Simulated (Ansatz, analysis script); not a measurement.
# LaSi2Ru3: energy less the state without spin against total moment, fitted and tested on a withheld row

System: LaSi2Ru3, 2 La, 4 Si and 6 Ru in the cell, space group P6_3/m. Cell as run: a = 5.676, b = 5.676, c = 7.120 Å, angles 90.0, 90.0, 120.0°, 12 atoms. From the study “LaSi2Ru3: how near to magnetism”.

Method: Free energy against the fixed total moment and moment against field, from collinear runs; PBEsol, PAW set soft_1 (analysis script 1). Settings shared by all rows: cutoff 420 eV, 8×8×6 k-mesh, Fermi-Dirac occupations, smearing width 0.05 eV. From parallel starts in this cell no moment survives, so no ferromagnetic state is found at this level (opposed orders were not tried), and it is far: a cell moment of 3 μB costs 266 meV. In doubt: the program's search for lower states was switched off, so a lower magnetic state than those reached may exist.

Computed values, one withheld:

| total moment (μB/cell) | energy less the state without spin (meV/cell) |
| --- | --- |
| 0 | 0 |
| 1 | 27 |
| 2 | 110 |
| 3 | 266 |
| 5 | 916 |
| 6 | ? |
| 8 | 2877 |
| 9 | 3767 |

**Question.** Choose a law, fit it, and give the withheld energy less the state without spin (total moment = 6 μB/cell).

**Law.** Time reversal makes the energy even in the moment, so it is expanded as a Landau series from the state without spin. In symbols, E = c2 M² + c4 M⁴ + c6 M⁶, with energy less the state without spin in meV/cell.

**Fit.** Least squares on 6 rows gives c2 = 26.905, c4 = 0.43698 and c6 = -0.0024097.

| total moment (μB/cell) | computed | fit | computed − fit |
| --- | --- | --- | --- |
| 1 | 27 | 27.3 | -0.3 |
| 2 | 110 | 114.5 | -4.5 |
| 3 | 266 | 275.8 | -9.8 |
| 5 | 916 | 908.1 | 7.9 |
| 8 | 2877 | 2880.1 | -3.1 |
| 9 | 3767 | 3765.7 | 1.3 |

The quadratic term is positive, so within this fit the state without spin is locally stable against a small uniform moment.

**Prediction.** At total moment = 6 μB/cell the law predicts 1422.5 meV/cell. The computed value is 1446 meV/cell, 23.5 above the prediction. The row lies between fitted rows, so this is an interpolation. The miss is 4.2 times the rms residual of the fit, 5.6.

[Hosts, paths, dates, database ids (printed as entryN), source tags and the programs' standing remarks are cut or masked in the printed files.]
